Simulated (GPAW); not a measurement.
The O K edge of atom 2 in CsH3O2 (Amm2), with 2 H at 1.02 Å, 1 H at 1.81 Å, 4 Cs at 3.30 Å and 2 Cs at 3.52 Å (9-fold, site symmetry mm2), was computed in 2 ways: full core hole (charged cell) and no core hole. Program and functional: GPAW, LDA, Gaussian full width 0.9 eV up to 4 eV, rising linearly to 3.5 eV at 25 eV; cells of 6 and 18 atoms (the run without a hole in the smaller).

Each run is counted from its own lowest empty level or Fermi level and scaled to a mean of 1 over its first 20 eV.

```tsv
E (eV)	run 1	run 2
-2.0	0.00	0.00
-1.0	0.00	0.00
0.0	0.01	0.01
1.0	0.23	0.15
2.0	1.42	0.79
3.0	1.42	0.97
4.0	1.24	1.27
5.0	0.87	0.64
6.0	2.66	0.27
7.0	3.35	0.52
8.0	1.49	1.51
9.0	1.06	2.74
10.0	0.80	2.83
11.0	0.48	1.61
12.0	0.51	1.01
13.0	0.58	0.96
14.0	0.59	0.99
15.0	0.53	0.80
16.0	0.51	0.58
17.0	0.57	0.59
18.0	0.65	0.68
19.0	0.67	0.72
20.0	0.62	0.69
21.0	0.56	0.63
22.0	0.51	0.56
23.0	0.48	0.51
24.0	0.49	0.48
25.0	0.57	0.48
26.0	0.72	0.57
27.0	0.85	0.71
28.0	0.88	0.83
29.0	0.79	0.84
30.0	0.67	0.74
```

Question: Which run is which?

Run 1: full core hole (charged cell) (area from −2 to 6 eV 6.2, main maxima 2.5 eV (1.73), 6.6 eV (3.75), 13.6 eV (0.59) and 18.7 eV (0.67)). Run 2: no core hole (area from −2 to 6 eV 3.9, main maxima 2.6 eV (1.17), 4.1 eV (1.30), 9.6 eV (3.03) and 19.0 eV (0.72)). With each curve scaled to its own mean, the area from −2 to 6 eV with the hole is 6.2 against 3.9, and the centre of weight from −1 to 20 eV moves by -1.7 eV: the hole pulls the absorber's empty states down.

[Banner, clock and machine lines of the logs are left out without a mark of their own.]

[Logs are printed without paths, hosts, clocks, repeated set-up lines and the standing remarks that a program may print on its own settings, such as how far it seeks lower states.]

[Hosts, paths, dates, database ids (printed as entryN), source tags and the programs' standing remarks are cut or masked in the printed files.]

[Lists of maxima count a maximum above −3 eV only where it reaches 4 % of the highest in the window and stands out from its surroundings by 2 % of it (1.5 % where it reaches 55 %); shoulders and weaker maxima are passed over, and of the rest the first, up to two pre-edge ones and the few strongest are named.]
